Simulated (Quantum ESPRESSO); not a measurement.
# Dipole at the next field: black phosphorene, 1 layer

Method. Quantum ESPRESSO 7.5, vdW-DF-cx, GBRV ultrasoft, PBE files; sawtooth field along the normal with dipole correction, ions clamped, threshold 1e-9 Ry; cell area 15.286 Å².

```
field (V/Å)  dipole (e Å a cell)
          0              0.00004
        0.1              0.03860
        0.2              0.07732
```

One more run was made and is withheld. What is the dipole at 0.3 V/Å, and what electrostatic thickness 4πα/A follows from the rows?

**Fit.** The slope is (0.07732 − (0.00004))/0.2 = 0.3864 e Å²/V, so 4πα/A = 180.95 × 0.3864/15.286 = 4.57 Å. Linear response gives p = 0.00004 + 0.3864 × (0.3) = 0.11596 e Å; a parabola through the three rows gives 0.11620.

**The withheld run.** p = 0.11601 e Å. The line misses by 0.0 % of the induced dipole and the parabola by 0.2 %. The response is linear over this range.

Caveats: Electrons alone respond; local and semilocal functionals tend to overscreen.

[Logs are printed without paths, hosts, clocks, repeated set-up lines and the standing remarks that a program may print on its own settings, such as how far it seeks lower states.]
